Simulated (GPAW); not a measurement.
## N2 in line between two Ta chains: transmission at several levels

Wanted: the zero-bias transmission of N2 in line between two Ta chains on a ladder of levels, with run times.

Main program and level: GPAW 26.7.0; GPAW LCAO, PAW setups; Landauer transmission from Green's functions with principal layers (ASE), zero bias.

Most raw output is cut from this account.

## Step 1: Starting point

The cell holds 16 atoms: 14 Ta and 2 N. Cell: a = 9.000 Å, b = 9.000 Å, c = 35.783 Å, α = 90.0°, β = 90.0°, γ = 90.0°. Regions: left lead, 7 atoms (7 Ta); channel, 2 atoms (2 N); right lead, 7 atoms (7 Ta). Vacuum lies along a and b. The structure is stacked along c, and the current runs across the ab planes.

## Step 2: Double-zeta polarised basis

The script solves lead and junction separately, takes H and S in the orbital basis, and joins semi-infinite leads through their self-energies; the dzp basis is the working standard.

File run.py:

```python
import json
import numpy as np
from ase import Atoms
from ase.transport.calculators import TransportCalculator
from gpaw import GPAW, FermiDirac
from gpaw.lcao.tools import get_lcao_hamiltonian
from scipy.linalg import eigh

# The junction with lead layers at both ends, along the third cell vector
device = Atoms(
    ['Ta', 'Ta', 'Ta', 'Ta', 'Ta', 'Ta', 'Ta', 'N', 'N', 'Ta', 'Ta', 'Ta', 'Ta', 'Ta', 'Ta', 'Ta'],
    positions=[
        [4.50000, 4.50000, 1.20000],
        [4.50000, 4.50000, 3.60000],
        [4.50000, 4.50000, 6.00000],
        [4.50000, 4.50000, 8.40000],
        [4.50000, 4.50000, 10.80000],
        [4.50000, 4.50000, 13.20000],
        [4.50000, 4.50000, 15.60000],
        [4.50000, 4.50000, 17.32140],
        [4.50000, 4.50000, 18.46140],
        [4.50000, 4.50000, 20.18280],
        [4.50000, 4.50000, 22.58280],
        [4.50000, 4.50000, 24.98280],
        [4.50000, 4.50000, 27.38280],
        [4.50000, 4.50000, 29.78280],
        [4.50000, 4.50000, 32.18280],
        [4.50000, 4.50000, 34.58280]],
    cell=[[9.0, 0.0, 0.0], [0.0, 9.0, 0.0], [0.0, 0.0, 35.7828]],
    pbc=True)

# One principal layer of the lead: the first 5 atoms of the device
lead = Atoms(
    ['Ta', 'Ta', 'Ta', 'Ta', 'Ta'],
    positions=[
        [4.50000, 4.50000, 1.20000],
        [4.50000, 4.50000, 3.60000],
        [4.50000, 4.50000, 6.00000],
        [4.50000, 4.50000, 8.40000],
        [4.50000, 4.50000, 10.80000]],
    cell=[[9.0, 0.0, 0.0], [0.0, 9.0, 0.0], [0.0, 0.0, 12.0]],
    pbc=True)

settings = dict(mode='lcao', basis='dzp', xc='PBE', h=0.18,
                occupations=FermiDirac(0.1), maxiter=250,
                mixer=dict(beta=0.1, nmaxold=8, weight=100.0),
                convergence=dict(density=0.0001))
energies = np.arange(-2, 2 + 1e-9, 0.05)
eta = 0.0001
n1, n2 = 1, 1
# k and -k transmit alike, so half of the mesh across the current serves
mesh = [(i, j) for i in range(n1) for j in range(n2) if (i, j) <= (-i % n1, -j % n2)]
weights = np.array([1 if (i, j) == (-i % n1, -j % n2) else 2 for i, j in mesh]) / (n1 * n2)

# [... helper functions left out ...]
fermi_lead = ground_state(lead, (1, 1, 10), 'lead.txt')
fermi_device = ground_state(device, (1, 1, 2), 'device.txt')
# [... loop over the mesh left out, but for ...]
        # Shift the lead onto the potential of the device's first layer
        shift = ((H[:, 0, 0] - H0[:, 0, 0]) / S0[0, 0]).real.mean()
# [...]
kT = 8.617333e-5 * 500
bias = [0.1, 0.2, 0.5, 1.0, 1.5, 2.0]
# [... integrals and printing left out ...]
```

The run is started by

```
$ OMP_NUM_THREADS=1 OPENBLAS_NUM_THREADS=1 python run.py
```

Elapsed: 4.4 min, on 1 thread of Arm Neoverse V1, shared host; peak memory 2.1 GiB.

Numbers from this step:

* conductance: 1.907 G₀
* largest coupling past the next principal layer: 9.06e-8 eV
* largest misfit of the first principal layer: 0.1028 eV
* shift that aligns the lead: 0.01645 eV
* basis functions of the junction: 432
* basis functions of a principal layer: 145
* transmission at the Fermi level (one spin): 1.906

One spin. The transmission, zone mean by energy, zero at the Fermi level:

energy (eV), transmission, zone mean and a bar:
```
    -2.00       1.32 ####################
    -1.90       1.46 ######################
    -1.80       1.54 #######################
    -1.70       1.82 ###########################
    -1.55       1.68 #########################
    -1.45       1.74 ##########################
    -1.35       1.81 ###########################
    -1.25       1.88 ############################
    -1.15       1.93 #############################
    -1.05       1.98 #############################
    -0.90       2.01 ##############################
    -0.80       2.01 ##############################
    -0.70       2.01 ##############################
    -0.60       2.00 ##############################
    -0.50       1.98 #############################
    -0.40       1.95 #############################
    -0.25       1.92 #############################
    -0.15       1.91 ############################
    -0.05       1.91 ############################
     0.00       1.91 ############################
     0.05       1.91 ############################
     0.15       1.91 ############################
     0.25       1.91 ############################
     0.40       1.90 ############################
     0.50       1.90 ############################
     0.60       1.88 ############################
     0.70       1.87 ############################
     0.80       1.87 ############################
     0.90       1.89 ############################
     1.05       1.94 #############################
     1.15       1.94 #############################
     1.25       1.92 #############################
     1.35       0.07 #
     1.45       0.05 
     1.55       0.05 
     1.70       0.05 
     1.80       0.05 
     1.90       0.04 
     2.00       0.04
```

Not self-consistent under bias; the bias window is split evenly. The current through one cell, from the zero-bias transmission by bias:

| bias (V) | current through one cell, from the zero-bias transmission (μA) |
| --- | --- |
| 0.100 | 14.8 |
| 0.200 | 29.6 |
| 0.500 | 74.0 |
| 1.000 | 149 |
| 1.500 | 224 |
| 2.000 | 299 |

Transmission of the three most open eigenchannels against energy, zero at the Fermi level:

| energy (eV) | channel 1 | channel 2 | channel 3 |
| --- | --- | --- | --- |
| -2.000 | 0.660 | 0.660 | 0.00264 |
| -1.800 | 0.772 | 0.772 | 6.3e-4 |
| -1.600 | 0.816 | 0.816 | 0.0141 |
| -1.400 | 0.871 | 0.871 | 0.0186 |
| -1.200 | 0.936 | 0.936 | 0.0228 |
| -1.000 | 0.973 | 0.973 | 0.0277 |
| -0.800 | 0.982 | 0.982 | 0.0330 |
| -0.600 | 0.971 | 0.971 | 0.0376 |
| -0.400 | 0.947 | 0.947 | 0.0412 |
| -0.200 | 0.923 | 0.923 | 0.0437 |
| 0.000 | 0.914 | 0.914 | 0.0451 |
| 0.200 | 0.916 | 0.916 | 0.0454 |
| 0.400 | 0.915 | 0.915 | 0.0447 |
| 0.600 | 0.906 | 0.906 | 0.0427 |
| 0.800 | 0.902 | 0.902 | 0.0401 |
| 1.000 | 0.933 | 0.933 | 0.0374 |
| 1.200 | 0.928 | 0.928 | 0.0352 |
| 1.400 | 0.0337 | 0.0170 | 6.3e-4 |
| 1.600 | 0.0330 | 0.0156 | 4.4e-4 |
| 1.800 | 0.0329 | 0.0119 | 2.5e-4 |
| 2.000 | 0.0337 | 0.00320 | 1.2e-4 |

Couplings past the next layer reach 9.1e-8 eV, small enough to drop; the matrix elements of the cell's first layer differ from the bulk lead's by up to 0.10 eV. That layer keeps its own values in the calculation, and only beyond it is the lead taken as perfect. The Fermi levels of lead and junction count from different zeros of potential, one for each periodic cell; with both set to zero, the small remaining shift is what aligns them. Without spin-orbit coupling, which is large for these atoms, channel counts and T are those of the scalar-relativistic bands. By hand: G = 1.907 × 77.48 μS = 148 μS, a resistance of 6.77 kΩ; at 0.1 V a linear junction would pass 14.8 μA, and the integral over the bias window gives 14.8 μA.

## Step 3: Single-zeta polarised basis

One radial function a shell plus polarisation makes the matrices smaller; the question is what that costs.

run.py, as its differences from that of step 2:

```diff
@@ -43,3 +43,3 @@
 
-settings = dict(mode='lcao', basis='dzp', xc='PBE', h=0.18,
+settings = dict(mode='lcao', basis='szp(dzp)', xc='PBE', h=0.18,
                 occupations=FermiDirac(0.1), maxiter=250,
```

It took 2.8 min on 1 thread; peak memory 2 GiB.

This step gave:

```yaml
conductance: 1.884 G₀
largest_coupling_past_the_next_principal_layer: 9.07e-8 eV
largest_misfit_of_the_first_principal_layer: 0.1050 eV
shift_that_aligns_the_lead: 0.02487 eV
basis_functions_of_the_junction: 242
basis_functions_of_a_principal_layer: 80
transmission_at_the_fermi_level_one_spin: 1.884
```

One spin. The transmission, zone mean by energy, zero at the Fermi level:

energy (eV), transmission, zone mean and a bar:
```
   -2.000       1.25 ##################
   -1.800       1.49 ######################
   -1.600       1.58 #######################
   -1.400       1.72 ##########################
   -1.200       1.89 ############################
   -1.000       1.97 #############################
   -0.800       1.99 ##############################
   -0.600       1.96 #############################
   -0.400       1.91 ############################
   -0.200       1.88 ############################
    0.000       1.88 ############################
    0.200       1.89 ############################
    0.400       1.89 ############################
    0.600       1.87 ############################
    0.800       1.86 ############################
    1.000       1.91 ############################
    1.200       1.94 #############################
    1.350       2.02 ##############################
    1.400       0.74 ###########
    1.600       0.04 
    1.800       0.04 
    2.000       0.04
```

Not self-consistent under bias; the bias window is split evenly. The current through one cell, from the zero-bias transmission by bias:

| bias (V) | current through one cell, from the zero-bias transmission (μA) |
| --- | --- |
| 0.100 | 14.6 |
| 0.200 | 29.2 |
| 0.500 | 73.1 |
| 1.000 | 147 |
| 1.500 | 221 |
| 2.000 | 296 |

Table of transmission of the three most open eigenchannels by energy, zero at the Fermi level:

| energy (eV) | channel 1 | channel 2 | channel 3 |
| --- | --- | --- | --- |
| -2.000 | 0.619 | 0.619 | 0.00828 |
| -1.800 | 0.744 | 0.744 | 0.00103 |
| -1.600 | 0.782 | 0.782 | 0.0101 |
| -1.400 | 0.848 | 0.848 | 0.0174 |
| -1.200 | 0.926 | 0.926 | 0.0224 |
| -1.000 | 0.967 | 0.967 | 0.0273 |
| -0.800 | 0.973 | 0.973 | 0.0329 |
| -0.600 | 0.956 | 0.956 | 0.0380 |
| -0.400 | 0.930 | 0.930 | 0.0420 |
| -0.200 | 0.910 | 0.910 | 0.0449 |
| 0.000 | 0.906 | 0.906 | 0.0471 |
| 0.200 | 0.910 | 0.910 | 0.0483 |
| 0.400 | 0.910 | 0.910 | 0.0478 |
| 0.600 | 0.902 | 0.902 | 0.0457 |
| 0.800 | 0.899 | 0.899 | 0.0425 |
| 1.000 | 0.929 | 0.929 | 0.0392 |
| 1.200 | 0.947 | 0.947 | 0.0367 |
| 1.400 | 0.348 | 0.348 | 0.0352 |
| 1.600 | 0.0343 | 0.00942 | 3.9e-4 |
| 1.800 | 0.0340 | 0.00715 | 2.3e-4 |
| 2.000 | 0.0350 | 0.00193 | 1.0e-4 |

The conductance, 1.88 G₀, lies 1.2 % below that of the dzp run.

## Step 4: Minimal basis

One function for each valence shell of the setup, as for a first survey of a large system.

run.py, as its differences from that of step 3:

```diff
@@ -43,3 +43,3 @@
 
-settings = dict(mode='lcao', basis='szp(dzp)', xc='PBE', h=0.18,
+settings = dict(mode='lcao', basis='sz(dzp)', xc='PBE', h=0.18,
                 occupations=FermiDirac(0.1), maxiter=250,
```

The job ended after 2.2 min (1 thread; peak memory 1.9 GiB).

Numbers from this step:

- conductance: 1.864 G₀
- largest misfit of the first principal layer: 0.07440 eV
- shift that aligns the lead: 0.02154 eV
- basis functions of the junction: 190
- basis functions of a principal layer: 65
- transmission at the Fermi level (one spin): 1.864

One spin. Transmission, zone mean against energy, zero at the Fermi level:

energy (eV), transmission, zone mean and a bar:
```
    -2.00       1.24 ##################
    -1.90       1.40 #####################
    -1.80       1.47 ######################
    -1.70       1.51 ######################
    -1.55       1.60 ########################
    -1.45       1.68 #########################
    -1.35       1.77 ##########################
    -1.25       1.85 ###########################
    -1.15       1.92 ############################
    -1.05       1.97 #############################
    -0.90       1.99 #############################
    -0.85       2.00 ##############################
    -0.80       1.99 #############################
    -0.70       1.98 #############################
    -0.60       1.97 #############################
    -0.50       1.94 #############################
    -0.40       1.91 ############################
    -0.25       1.88 ############################
    -0.15       1.87 ############################
    -0.05       1.87 ############################
     0.00       1.86 ############################
     0.05       1.86 ############################
     0.15       1.86 ############################
     0.25       1.86 ############################
     0.40       1.85 ###########################
     0.50       1.84 ###########################
     0.60       1.83 ###########################
     0.70       1.81 ###########################
     0.80       1.81 ###########################
     0.90       1.82 ###########################
     1.05       1.87 ############################
     1.15       1.90 ############################
     1.25       1.89 ############################
     1.35       1.83 ###########################
     1.40       2.03 ##############################
     1.45       0.71 ##########
     1.55       0.05 
     1.70       0.04 
     1.80       0.04 
     1.90       0.04 
     2.00       0.04
```

The conductance, 1.86 G₀, lies 2.2 % below that of the dzp run.

## Step 5: RPBE in the dzp basis: xc = "RPBE"

Back in the dzp basis, the functional changes from PBE to RPBE, to set the spread between functionals beside that between bases.

run.py, as its differences from that of step 4:

```diff
@@ -43,3 +43,3 @@
 
-settings = dict(mode='lcao', basis='sz(dzp)', xc='PBE', h=0.18,
+settings = dict(mode='lcao', basis='dzp', xc='RPBE', h=0.18,
                 occupations=FermiDirac(0.1), maxiter=250,
```

Wall time 5 min (1 thread); peak memory 2.1 GiB.

This step gave:

- conductance: 1.907 G₀
- largest coupling past the next principal layer: 8.79e-8 eV
- largest misfit of the first principal layer: 0.1005 eV
- shift that aligns the lead: 0.01423 eV
- basis functions of the junction: 432
- basis functions of a principal layer: 145
- transmission at the Fermi level (one spin): 1.906

The conductance equals that of the dzp run to 0.2 %.

## Step 6: Cost and result by level

Times are for 1 thread of Arm Neoverse V1, shared host. The runs compared:

| no. | run | conductance (G₀) | time | memory (GiB) |
| --- | --- | --- | --- | --- |
| 1 | dzp | 1.907 | 4.4 min | 2.1 |
| 2 | szp | 1.884 | 2.8 min | 2.0 |
| 3 | sz | 1.864 | 2.2 min | 1.9 |
| 4 | dzp RPBE | 1.907 | 5 min | 2.1 |

## Step 7: Comparison

The curves are compared point by point over the common energies.

This step: comparison of transmission and cost over codes and levels (GPAW 26.7.0).

Ladder, by row:

| step | code | T at the Fermi level (sum over the listed spins) | conductance (G0) | r.m.s. T(E) from the first | wall time (s) | peak memory (GiB) | threads |
| --- | --- | --- | --- | --- | --- | --- | --- |
| dzp | GPAW | 1.906 | 1.907 | 0 | 265 | 2.1 | 1 |
| szp | GPAW | 1.884 | 1.884 | 0.234 | 169 | 2.01 | 1 |
| sz | GPAW | 1.864 | 1.864 | 0.3086 | 134.2 | 1.93 | 1 |
| dzp-RPBE | GPAW | 1.906 | 1.907 | 0.0745 | 298.9 | 2.1 | 1 |

Table of transmission, zone mean, sum over the listed spins by energy, zero at the Fermi level:

| energy (eV) | dzp | szp | sz | dzp-RPBE |
| --- | --- | --- | --- | --- |
| -2.000 | 1.32 | 1.25 | 1.24 | 1.38 |
| -1.800 | 1.54 | 1.49 | 1.47 | 1.58 |
| -1.700 | 1.82 | 1.53 | 1.51 | 1.67 |
| -1.600 | 1.66 | 1.58 | 1.57 | 1.69 |
| -1.400 | 1.77 | 1.72 | 1.72 | 1.81 |
| -1.200 | 1.91 | 1.89 | 1.89 | 1.93 |
| -1.000 | 1.99 | 1.97 | 1.98 | 2.00 |
| -0.800 | 2.01 | 1.99 | 1.99 | 2.02 |
| -0.600 | 2.00 | 1.96 | 1.97 | 2.00 |
| -0.400 | 1.95 | 1.91 | 1.91 | 1.95 |
| -0.200 | 1.92 | 1.88 | 1.87 | 1.92 |
| 0.000 | 1.91 | 1.88 | 1.86 | 1.91 |
| 0.200 | 1.91 | 1.89 | 1.86 | 1.91 |
| 0.400 | 1.90 | 1.89 | 1.85 | 1.91 |
| 0.600 | 1.88 | 1.87 | 1.83 | 1.89 |
| 0.800 | 1.87 | 1.86 | 1.81 | 1.89 |
| 1.000 | 1.93 | 1.91 | 1.85 | 1.95 |
| 1.200 | 1.91 | 1.94 | 1.91 | 1.92 |
| 1.350 | 0.0716 | 2.02 | 1.83 | 0.0566 |
| 1.400 | 0.0520 | 0.742 | 2.03 | 0.0558 |
| 1.600 | 0.0495 | 0.0445 | 0.0462 | 0.0532 |
| 1.800 | 0.0453 | 0.0416 | 0.0431 | 0.0493 |
| 2.000 | 0.0371 | 0.0371 | 0.0386 | 0.0408 |

## Step 8: Basis sz(dzp), smearing 0.05, broadening 1e-06

A smaller basis is cheaper in every inversion. Smearing helps the SCF of a metal converge, but it blurs occupations at band edges near the Fermi level. The broadening keeps the Green's functions finite; too large a value absorbs electrons where channels are open and leaks them where none are.

This step: GPAW LCAO, PAW setups; Landauer transmission from Green's functions with principal layers (ASE), zero bias (GPAW 26.7.0).

run.py, as its differences from that of step 5:

```diff
@@ -43,4 +43,4 @@
 
-settings = dict(mode='lcao', basis='dzp', xc='RPBE', h=0.18,
-                occupations=FermiDirac(0.1), maxiter=250,
+settings = dict(mode='lcao', basis='sz(dzp)', xc='PBE', h=0.18,
+                occupations=FermiDirac(0.05), maxiter=250,
                 mixer=dict(beta=0.1, nmaxold=8, weight=100.0),
@@ -48,3 +48,3 @@
 energies = np.arange(-2, 2 + 1e-9, 0.05)
-eta = 0.0001
+eta = 1e-06
 n1, n2 = 1, 1
```

The job ended after 2.1 min (1 thread; peak memory 1.9 GiB).

Numbers from this step:

```
conductance                                    : 1.870 G₀
largest coupling past the next principal layer : 9.07e-8 eV
largest misfit of the first principal layer    : 0.09387 eV
shift that aligns the lead                     : 0.04322 eV
basis functions of the junction                : 190
basis functions of a principal layer           : 65
transmission at the Fermi level (one spin)     : 1.870
```

(Continued in part 2 of 2.)

[Logs are printed without paths, hosts, clocks, repeated set-up lines and the standing remarks that a program may print on its own settings, such as how far it seeks lower states.]

[Hosts, paths, dates, database ids (printed as entryN), source tags and the programs' standing remarks are cut or masked in the printed files.]
